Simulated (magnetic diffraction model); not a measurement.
# Moment size from magnetic intensity in Er₂Cu₃AgS₅

Space group Cmcm (no. 63), a = 3.8640 Å, b = 13.4980 Å, c = 15.9790 Å.

| site | atom | x | y | z |
| --- | --- | --- | --- | --- |
| 8f | Er | 1/2 | 0.3080 | 0.5919 |
| 4c | Ag | 0 | 0.0731 | 3/4 |
| 8f | Cu | 1/2 | 0.0866 | 0.9581 |
| 4c | Cu | 0 | 0.3532 | 3/4 |
| 8f | S | 1/2 | 0.3339 | 0.4291 |
| 8f | S | 1/2 | 0.0628 | 0.3851 |
| 4c | S | 1/2 | 0.2601 | 3/4 |

This is a made-up structure (elements placed in a structure type, unrelaxed), so the numbers test the method and describe no known phase.

Only Er is taken to order (form factors of Er3+); orders and moment sizes are assumed, and not adapted to the symmetry. Radiation: neutrons of λ = 2.0775 Å, 1.5° to 50°; isotropic B of 0.17 Å² (Er), 0.22 Å² (Ag), 0.23 Å² (Cu) and 0.29 Å² (S). Simulated constant-wavelength pattern: nuclear and magnetic terms add, the magnetic one as |2.695 fm × Σ f S⊥ exp(2πi Q·r) exp(−B s²)|², summed over all Q at one angle with the factor 1/(sin²θ cos θ). For a modulated order the moment at position r is S exp(−2πi k·r) + c.c., with S = m/2 for a sine wave of amplitude m and S = m(u + iv)/2 for moments turning in a plane, u and v being orthogonal unit vectors in it; the phase factor of the sum at Q = H + k is then exp(2πi H·r). Free-ion form factors, Sears's scattering lengths of 1992, no absorption; a label names one of the reflections at its angle. The strongest nuclear line in the range is 100, and lines under 0.2 are left out.

In a first state the assumed order is k = (0 0 0.240), moments turning in the plane of [100] and [010], 6 μB on Er; signs + at (1/2, 0.3080, 0.5919), + at (0, 0.1920, 0.4081), − at (1/2, 0.3080, 0.9081), − at (0, 0.1920, 0.0919), with this pattern:

```csv
2θ (°),index,nuclear,magnetic
5.66,(0 0 0.760),0.0,1099.7
9.25,(0 0 1.240),0.0,410.8
14.94,(0 0 2),24.3,0.0
17.71,(0 2 0),6.6,0.0
18.61,(0 2 0.760),0.0,60.5
19.24,(0 2 1),17.4,0.0
20.01,(0 2 1.240),0.0,57.9
20.67,(0 0 2.760),0.0,3.0
22.11,(0 2 1.760),0.0,50.0
23.25,(0 2 2),0.9,0.0
24.32,(0 0 3.240),0.0,2.1
24.46,(0 2 2.240),0.0,44.0
27.35,(0 2 2.760),0.0,1.4
28.77,(0 2 3),3.9,0.0
30.14,(0 0 4),5.3,0.0
30.24,(0 2 3.240),0.0,1.2
```
(The table stops after 16 lines; 45 more lie at higher angle.)

**Question.** Nearer the ordering temperature the line at 5.66° has total intensity 794.5 on the same scale, and all moments have shrunk alike. How large is the Er moment?

The nuclear part, 0.0, stays, so the magnetic part is 794.5 against 1099.7. It goes as m², so m = 6 × √(794.5/1099.7) = 5.10 μB; the value used was 5.1 μB.

[Logs are printed without paths, hosts, clocks, repeated set-up lines and the standing remarks that a program may print on its own settings, such as how far it seeks lower states.]
